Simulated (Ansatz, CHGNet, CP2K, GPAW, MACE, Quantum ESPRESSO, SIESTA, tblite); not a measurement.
# Running (9,9) carbon nanotube bundle (108 atoms) with GPAW

How do the settings of GPAW change the result for (9,9) carbon nanotube bundle (108 atoms)? A plane-wave run serves as the yardstick.

Method: the method is named at each step, in GPAW 26.7.0.

## Step 1: The structure

The cell holds 108 atoms: 108 C. Its edges and angles: a = 15.506 Å, b = 15.506 Å, c = 7.380 Å, α = 90.0°, β = 90.0°, γ = 120.0°. It derives from C (graphene). Graphene sheet (a = 2.46 Å) rolled into a (9,9) tube of diameter 12.21 Å, 3 periods, hexagonal bundle with 3.3 Å between walls; not relaxed, displaced by a Gaussian of 0.02 Å. Then every atom was moved at random, 0.02 Å r.m.s. a Cartesian component. The structure's axis is c.

The yardstick, on the same geometry:

| Item | Value |
| --- | --- |
| method | Kohn-Sham DFT, PBE, PAW, plane waves (Ansatz 0.2.0); cutoff 420 eV, Γ point, fermi-dirac smearing of 0.05 eV; PAW set soft_2 |
| r.m.s. force component | 1.649 eV/Å |
| longest force | 9.274 eV/Å |
| pressure | 3.501 GPa |
| SCF cycles | 10 |
| time | 22 s on 4 threads of Arm Neoverse V1, shared host |
| CPU time | 83 s |

## Step 2: PBE, LCAO dzp, h 0.2 Å

Method: Kohn-Sham DFT, PBE, PAW, atomic orbitals (dzp).

run.py reads:

```python
import numpy as np
from ase.io import read
from gpaw import GPAW, FermiDirac
from ase.parallel import parprint as print

atoms = read("structure.xyz")
atoms.calc = GPAW(
    mode="lcao",
    basis="dzp",
    h=0.2,
    xc="PBE",
    kpts={"size": (1, 1, 1), "gamma": True},
    occupations=FermiDirac(0.05),
    maxiter=200,
    symmetry={"point_group": False},
    txt="gpaw.txt",
)
energy = atoms.get_potential_energy(force_consistent=True)
forces = atoms.get_forces()
print(f"energy {energy:.6f} eV")
print("forces (eV/A)")
for i, (a, f) in enumerate(zip(atoms, forces)):
    print(f"{i:4d} {a.symbol:2s} {f[0]:10.5f} {f[1]:10.5f} {f[2]:10.5f}")
print(f"Fermi level {atoms.calc.get_fermi_level():.4f} eV")
for k in range(len(atoms.calc.get_ibz_k_points())):
    for s in range(atoms.calc.get_number_of_spins()):
        e = atoms.calc.get_eigenvalues(kpt=k, spin=s)
        n = np.searchsorted(e, atoms.calc.get_fermi_level())
        print(f"k {k} spin {s} levels about the Fermi level:", np.round(e[max(n - 6, 0):n], 4).tolist(), "|", np.round(e[n:n + 6], 4).tolist())
```

structure.xyz reads:

```xyz
108
Lattice="15.50642 0.00000 0.00000 -7.75321 13.42896 0.00000 0.00000 0.00000 7.38000" Properties=species:S:1:pos:R:3 pbc="T T T"
C 6.05068 0.68582 1.23681
C 5.94338 1.43730 7.34192
C 5.42399 2.74542 0.02074
C 5.12952 3.35831 1.18154
C 4.19658 4.44512 1.21866
C 3.66541 4.90640 7.37557
C 2.39093 5.56228 2.48795
C 1.76052 5.78318 1.22560
C 0.36076 6.12535 1.21453
C -0.38495 6.08856 0.00812
C -1.71354 5.85516 0.00768
C -2.42435 5.61263 1.24213
C 11.87931 4.94105 1.21150
C 11.31984 4.44230 2.46462
C 10.35883 3.37940 2.49392
C 10.04490 2.74837 1.27932
C 9.57258 1.45060 1.20442
C 9.38859 0.70515 7.32679
C 1.67485 12.70809 7.35048
C 1.79626 12.06404 1.19445
C 2.29836 10.70960 1.18338
C 2.64020 10.05869 7.33638
C 3.55268 8.96813 0.01579
C 4.11261 8.52014 1.23394
C 5.36096 7.82895 1.26205
C 5.98369 7.57863 7.34199
C 7.37447 7.33987 7.35742
C 8.09823 7.33382 1.24021
C 9.48210 7.52680 1.22788
C 10.18942 7.83016 7.35801
C -4.13145 8.56620 0.00111
C -3.54291 8.97135 1.19814
C -2.65625 10.08219 1.27394
C -2.32961 10.66219 2.47924
C -1.79316 12.02510 2.48876
C -1.70036 12.73831 1.20803
C 6.01804 0.70314 3.72432
C 5.97183 1.36949 2.50330
C 5.45586 2.72218 2.49474
C 5.12379 3.31642 3.66181
C 4.17293 4.42565 3.72070
C 3.64471 4.90708 2.42049
C 2.40753 5.60471 4.92349
C 1.74323 5.88027 3.67605
C 0.30710 6.10333 3.66675
C -0.36820 6.07754 2.47119
C -1.73625 5.85744 2.45968
C -2.44389 5.63788 3.66004
C 11.80713 4.91621 3.71288
C 11.33481 4.46043 4.90526
C 10.42667 3.34757 4.89006
C 10.04041 2.73091 3.67421
C 9.59669 1.43569 3.69605
C 9.45535 0.72490 2.42743
C 1.70509 12.72099 2.46034
C 1.80340 12.04900 3.69207
[... 48 atom lines left out ...]
C -2.65144 10.06850 6.15831
C -2.33821 10.68139 0.02089
C -1.84061 12.00737 7.33705
C -1.75602 12.68782 6.15558
```

The run is started by

```console
OMP_NUM_THREADS=1 mpirun -np 2 gpaw python run.py > output.txt
```

The program printed:

```text
energy -943.540452 eV
forces (eV/A)
   0 C     0.25727    2.45141   -0.61150
   1 C     0.23373   -2.11423    3.24621
   2 C     1.10815   -0.30789   -3.17512
   3 C    -0.80596    0.64660    4.58001
   4 C     0.44316   -0.02259   -0.49462
   5 C    -1.15159    0.66990    0.05145
   6 C     0.65697    0.41993   -1.78219
   7 C    -2.29793    1.41442    0.69220
   8 C    -0.20301   -0.79251    1.50876
   9 C     3.40775    1.16168    0.64045
  10 C    -4.63198   -0.86140   -0.68761
  11 C     1.84320    0.99527   -1.53054
  12 C    -2.51779   -2.08001    1.03892
  13 C    -0.41383    0.67135   -0.14805
  14 C     0.86488    0.62471   -1.52468
  15 C     0.08478    1.30854   -2.75835
  16 C    -0.97121   -2.43388   -0.01792
  17 C     0.31792    0.37790    2.79470
  18 C    -0.47291    0.91444    0.16440
  19 C     0.63286   -2.34917    1.48006
  20 C     0.30136   -0.72696    1.15416
  21 C    -0.33685    0.49708    0.73988
  22 C     0.41114   -0.03596   -1.41078
  23 C     0.34380   -0.45694    0.12363
[...]
100 C     2.67114    0.38444   -0.99202
 101 C    -2.32015   -1.09174    0.40508
 102 C     0.02653   -0.76177    1.90594
 103 C     0.71547    0.76851   -3.57279
 104 C    -0.34958    0.07881    1.44954
 105 C     0.74086   -0.06620   -0.69525
 106 C    -0.03581   -0.20401    2.86842
 107 C     0.75619    1.58537   -2.32444
Fermi level 2.2125 eV
k 0 spin 0 levels about the Fermi level: [1.417, 1.5093, 1.5821, 1.6518, 2.0484, 2.2118] | [2.2262, 2.3214, 3.1952, 3.3068, 3.3865, 3.4634]
```

gpaw.txt:

```text
Input parameters:
  mode=LCAO(),
  basis={'default': 'dzp'},
  h=0.2,
  kpts=MonkhorstPack(size=(1, 1, 1), gamma=True),
  maxiter=200,
  occupations=Occupations(name='fermi-dirac', width=0.05, fixmagmom=False),
  symmetry=Symmetry(point_group=False),
  xc=XC(name='PBE')
Unit cell  # Å
| periodic |         x |         y |        z |   lengths |     angles |
|----------|-----------|-----------|----------|-----------|------------|
|      yes | 15.506420 |  0.000000 | 0.000000 | 15.506420 |  90.000000 |
|      yes | -7.753210 | 13.428960 | 0.000000 | 15.506426 |  90.000000 |
|      yes |  0.000000 |  0.000000 | 7.380000 |  7.380000 | 119.999988 |
Number of symmetries: 1
Symmetry operations  # r_c * U_cc + t_c -> r_c
|   | kind |            matrix            |
|---|------|------------------------------|
| 0 |  E   |  1, 0, 0,  0, 1, 0,  0, 0, 1 |
BZ-sampling:
  Number of BZ points: 1
  Number of IBZ points: 1
  Monkhorst-Pack size: [1, 1, 1]
  Monkhorst-Pack shift: [0, 0, 0]
[... lines left out ...]
        l=1, rc=3.7500 Bohr: 2p-dz split-valence wave
        l=2, rc=6.6719 Bohr: d-type Gaussian polarization
      Number of RI-basis functions 0
Reference energy: -110983.836472  # eV
eigensolver:
density mixing:
  MSR1-Mixer
occupation numbers:
  Fermi-Dirac:
    width: 0.0500  # eV
FastPoissonSolver using
    Stencil: 8*3+1=25 point O(h^6) finite-difference Laplacian
xc functional:
  name: PBE with 2 nearest neighbor stencil
interpolation: tri-quintic # 5. degree polynomial
Initialization done in: 4.565 s
convergence criteria:
- Maximum [total energy] change in last 3 cyles: 0.0005 eV / valence electron
- Maximum integral of absolute [dens]ity change: 0.0001 electrons / valence electron
- Maximum integral of absolute [eigenst]ate change: 4e-08 eV^2 / valence electron
maximum number of iterations: 200
SCF iterations
|iter     |      energy | eigst |  dens |
|---------|-------------|-------|-------|
|iter:   1| -960.471320 |      c|       |
|iter:   2| -957.884648 |      c| -0.90 |
|iter:   3| -943.405442 |      c| -0.93 |
|iter:   4| -946.856683 |      c| -1.58 |
|iter:   5| -943.475248 |      c| -1.68 |
|iter:   6| -943.559257 |      c| -2.13 |
|iter:   7| -943.461116c|      c| -2.30 |
|iter:   8| -943.448316c|      c| -2.77 |
|iter:   9| -943.448539c|      c| -3.41 |
|iter:  10| -943.447430c|      c| -3.46 |
|iter:  11| -943.447385c|      c| -4.02c|
Converged in 11 steps
SCF loop duration: 53.010 s (4.819 s/step)
Energy contributions relative to reference atoms: (reference = -110983.836472)
Energy contributions:
  Kinetic:         840.812865
  Coulomb:        -846.737700
  Zero:             20.954649
  External:          0.000000
  Xc:             -958.384133
  Entropy:          -0.186134
  Spinorbit:         0.000000
  ----------------------------
  Free energy:    -943.540452
  Extrapolated:   -943.447385
dipole moment: (2.644494, -0.279518, 52.980934)  # |e|*Ang
Fermi level: 2.212
Eigenvalues  # (at kpt = [0.000, 0.000, 0.000])
| band index |      eig [eV] | occ [0-2] |
|------------|---------------|-----------|
|          0 |       -17.518 |     2.000 |
|        ... |               |           |
|        208 |         0.505 |     2.000 |
|        209 |         0.641 |     2.000 |
[...]
|        223 |         3.872 |     0.000 |
|        ... |               |           |
|        263 |         9.528 |     0.000 |
Gap: 0.014 eV
Transition (v -> c):
  (s=0, k=0, n=215, [0.00, 0.00, 0.00]) -> (s=0, k=0, n=216, [0.00, 0.00, 0.00])
No difference between direct/indirect transitions
Force computation time: 8.683  # s
```

Wall time 69 s (2 MPI ranks of Arm Neoverse V1, shared host); peak memory 1.4 GiB; 2.3 min of CPU time.

Banners, paths, timers and routine set-up lines are dropped from the logs unmarked, and long logs keep their key lines alone; longer cuts are marked.

Against the reference:

```
r.m.s. force component                  : 1.762 eV/Å
r.m.s. difference of force components   : 138 meV/Å
longest difference of force vectors     : 628.4 meV/Å
force difference over r.m.s. force      : 8.364 %
slope of forces against the reference's : 1.067
correlation of force components         : 0.9989
```

Local excerpt of 10 atoms (numbers count through the whole input) about C71, which bears the longest force; x, y, z are measured from there.

| atom | x | y | z | distance (Å) | bonds | Fx | Fy | Fz (eV/Å) |
| --- | --- | --- | --- | --- | --- | --- | --- | --- |
| C71 | 0.00 | 0.00 | 0.00 | 0.00 | 3 | -1.78 | -5.87 | 7.75 |
| C72 | 0.10 | 0.62 | -1.12 | 1.29 | 3 | 0.80 | 3.06 | -5.17 |
| C108 | 0.06 | 0.61 | 1.31 | 1.45 | 3 | 0.76 | 1.59 | -2.32 |
| C70 | -0.53 | -1.39 | 0.09 | 1.49 | 3 | 1.30 | 0.97 | -0.71 |
| C37 | 0.08 | 2.05 | -1.12 | 2.34 | 3 | 1.08 | -0.11 | -1.34 |
| C35 | 0.02 | -0.06 | -2.35 | 2.35 | 3 | -0.76 | -1.11 | -1.83 |
| C73 | 0.09 | 2.03 | 1.35 | 2.44 | 3 | 0.38 | 1.62 | -3.06 |
| C69 | -0.86 | -2.06 | -1.10 | 2.49 | 3 | 2.49 | 3.46 | -2.09 |
| C107 | -0.03 | -0.07 | 2.50 | 2.50 | 3 | -0.04 | -0.20 | 2.87 |
| C105 | -0.84 | -2.01 | 1.32 | 2.55 | 3 | -0.35 | 0.08 | 1.45 |

Atoms are counted from 1 here, from 0 in the log.

Forces lie 8.4 % from the reference's, at 1.6 times its CPU time (on 2 against 4 cores).

## Step 3: RPBE, LCAO dzp, h 0.2 Å

Method: Kohn-Sham DFT, RPBE, PAW, atomic orbitals (dzp).

run.py: that of step 2 with these lines changed.

```diff
@@ -10,3 +10,3 @@
     h=0.2,
-    xc="PBE",
+    xc="RPBE",
     kpts={"size": (1, 1, 1), "gamma": True},
```

structure.xyz is that of step 2.

The program printed:

```text
energy -899.553990 eV
forces (eV/A)
   0 C     0.25334    2.45753   -0.62061
   1 C     0.26820   -2.10804    3.26578
   2 C     1.14403   -0.31068   -3.19909
   3 C    -0.76881    0.69558    4.62569
   4 C     0.47039   -0.02485   -0.49700
   5 C    -1.16693    0.69307    0.05144
[...]
105 C     0.77764   -0.07457   -0.69961
 106 C    -0.01306   -0.22207    2.89138
 107 C     0.75238    1.59700   -2.34389
Fermi level 2.3506 eV
k 0 spin 0 levels about the Fermi level: [0.7728, 1.5451, 1.6377, 1.711, 1.7813, 2.1869] | [2.3508, 2.3637, 2.4591, 3.3292, 3.4417, 3.5221]
```

gpaw.txt:

```text
Input parameters:
  mode=LCAO(),
  basis={'default': 'dzp'},
  h=0.2,
  kpts=MonkhorstPack(size=(1, 1, 1), gamma=True),
  maxiter=200,
  occupations=Occupations(name='fermi-dirac', width=0.05, fixmagmom=False),
[... lines left out ...]
  Fermi-Dirac:
[... lines left out ...]
convergence criteria:
- Maximum [total energy] change in last 3 cyles: 0.0005 eV / valence electron
[... lines left out ...]
Converged in 11 steps
[... lines left out ...]
  Free energy:    -899.553990
[... lines left out ...]
Fermi level: 2.351
[... lines left out ...]
|        ... |               |           |
|        207 |         0.622 |     2.000 |
|        208 |         0.635 |     2.000 |
[...]
|        222 |         3.861 |     0.000 |
|        ... |               |           |
|        263 |         9.672 |     0.000 |
Gap: 0.164 eV
Transition (v -> c):
  (s=0, k=0, n=214, [0.00, 0.00, 0.00]) -> (s=0, k=0, n=215, [0.00, 0.00, 0.00])
No difference between direct/indirect transitions
Force computation time: 8.765  # s
```

Wall time 69 s (2 MPI ranks); peak memory 1.4 GiB.

Numbers from this run, and their distance from the reference:

| Item | Value |
| --- | --- |
| r.m.s. force component | 1.775 eV/Å |
| r.m.s. difference of force components | 157.2 meV/Å |
| longest difference of force vectors | 709.2 meV/Å |
| force difference over r.m.s. force | 9.53 % |
| slope of forces against the reference's | 1.075 |
| correlation of force components | 0.9985 |

Against the first run (8.4 %), the force difference from the reference is 9.5 %, at 1.0 times the CPU time; the model has changed, so this is no error of the program alone.

## Step 4: Side by side

Differences are against the plane-wave reference, forces as r.m.s. over components; share is that over the reference's r.m.s. force, slope the least-squares factor from reference forces to these. Total energies of different programs have different zeros and aren't compared.

| run | Δ force, r.m.s. (meV/Å) | share (%) | slope | cores | CPU time | memory (GiB) |
| --- | --- | --- | --- | --- | --- | --- |
| reference | - | - | - | 4 | 83 s | 1.7 |
| GPAW PBE, LCAO dzp, h 0.2 Å | 138 | 8.36 | 1.067 | 2 | 2.3 min | 1.4 |
| GPAW RPBE, LCAO dzp, h 0.2 Å | 157 | 9.53 | 1.075 | 2 | 2.3 min | 1.4 |

CPU time is summed over cores on a shared host, where runs went side by side, so it is rough. Symmetry, cutoffs, thresholds, outputs and thread counts weren't matched or tuned between programs; memory under MPI is the largest rank's times the ranks.

## Step 5: Summary of results

| Item | Value |
| --- | --- |
| nearest in forces | GPAW PBE, LCAO dzp, h 0.2 Å, 8.4 % |
| its CPU time | 2.3 min |

The PBE run in local orbitals differs by 8.4 % (GPAW PBE, LCAO dzp, h 0.2 Å); basis, grid and potentials can all enter. Rows with another functional or a dispersion term differ by 9.5 % (GPAW RPBE, LCAO dzp, h 0.2 Å), which mixes the change of model with differences of basis and potentials. None of the electronic-structure runs in the table takes under half the reference's CPU time of 83 s; they take 1.6 to 1.7 times as much. The reference's pressure of 3.5 GPa belongs to a cell and atoms that aren't relaxed at this level. The electronic-structure runs sample only Γ, in a cell whose shortest periodic width is 7 Å, which is coarse for a cell with partly filled levels.

[Also dropped from logs without a mark: logging warnings of Python, and SIESTA's first energy breakdown and zero terms.]

[Logs are printed without paths, hosts, clocks, repeated set-up lines and the standing remarks that a program may print on its own settings, such as how far it seeks lower states.]

[Hosts, paths, dates, database ids (printed as entryN), source tags and the programs' standing remarks are cut or masked in the printed files.]
